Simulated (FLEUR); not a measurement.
Entries from a set of simulations; values are calculated unless marked as measured.

```xyz
2
Lattice="3.388 0.000 0.000 0.000 3.388 0.000 0.000 0.000 3.388" Properties=species:S:1:pos:R:3 pbc="T T T" subject="Collinear magnetic orders of HoRh with FLEUR" method="PBEsol with U = 8.2 eV, J = 0.7 eV on Ho f; all-electron FLAPW, Dirac cores, scalar-relativistic bands (and 1 further level or step)" program="FLEUR MaX-R8.1" settings_of_one_run="kmax 3.6 1/bohr, gmax 14.4 1/bohr, muffin tin radii Ho: 2.7, Rh: 2.7 bohr, lmax Ho: [10, 8], Rh: [10, 8], hist occupations, smearing width 0.08 eV, mixer Anderson, mixing 0.05, max iterations 130, stop 0.0001 me/bohr³, collinear spin, 8×8×8 k-mesh, double counting FLL, mesh matched on, seeded occupations whole cubic f orbitals, Hund's first rule, starting moments 4 0 μB" cost="4 runs, 9.5 min in all on 4 MPI ranks of Arm Neoverse V1, shared host (the runs of this entry)" notes="The run is spin-polarised, with a total moment of 4.06 μB a cell. Known weakness: open f shell state may not be lowest. The f shell was seeded by Hund’s rules, so the run need not end in the lowest state; crystal-field states that mix several m can carry less. This is the lowest of 3 finished starts, no proof of the ground state." lowest_state_found="ferromagnetic (initial ferro +)" largest_site_spin_moment="4.06 μB" next_finished_state="antiferromagnetic, 1.06 meV a seeded atom higher" orbital_moment_on_the_atom_of_largest_spin_along_its_spin_spin_orbit_run="5.93 μB" spin_plus_orbital_moment="Ho 9.97 μB"
Ho    0.000    0.000    0.000
Rh    1.694    1.694    1.694
```

[Logs and program files are shortened in this print: banners, set-up blocks, solver, clock and traceback lines can be left out without a mark of their own.]

[Logs are printed without paths, hosts, clocks, repeated set-up lines and the standing remarks that a program may print on its own settings, such as how far it seeks lower states.]

[Hosts, paths, dates, database ids (printed as entryN), source tags and the programs' standing remarks are cut or masked in the printed files.]

[Where a cell is said to come from a database of computed structures, the database is the Materials Project.]
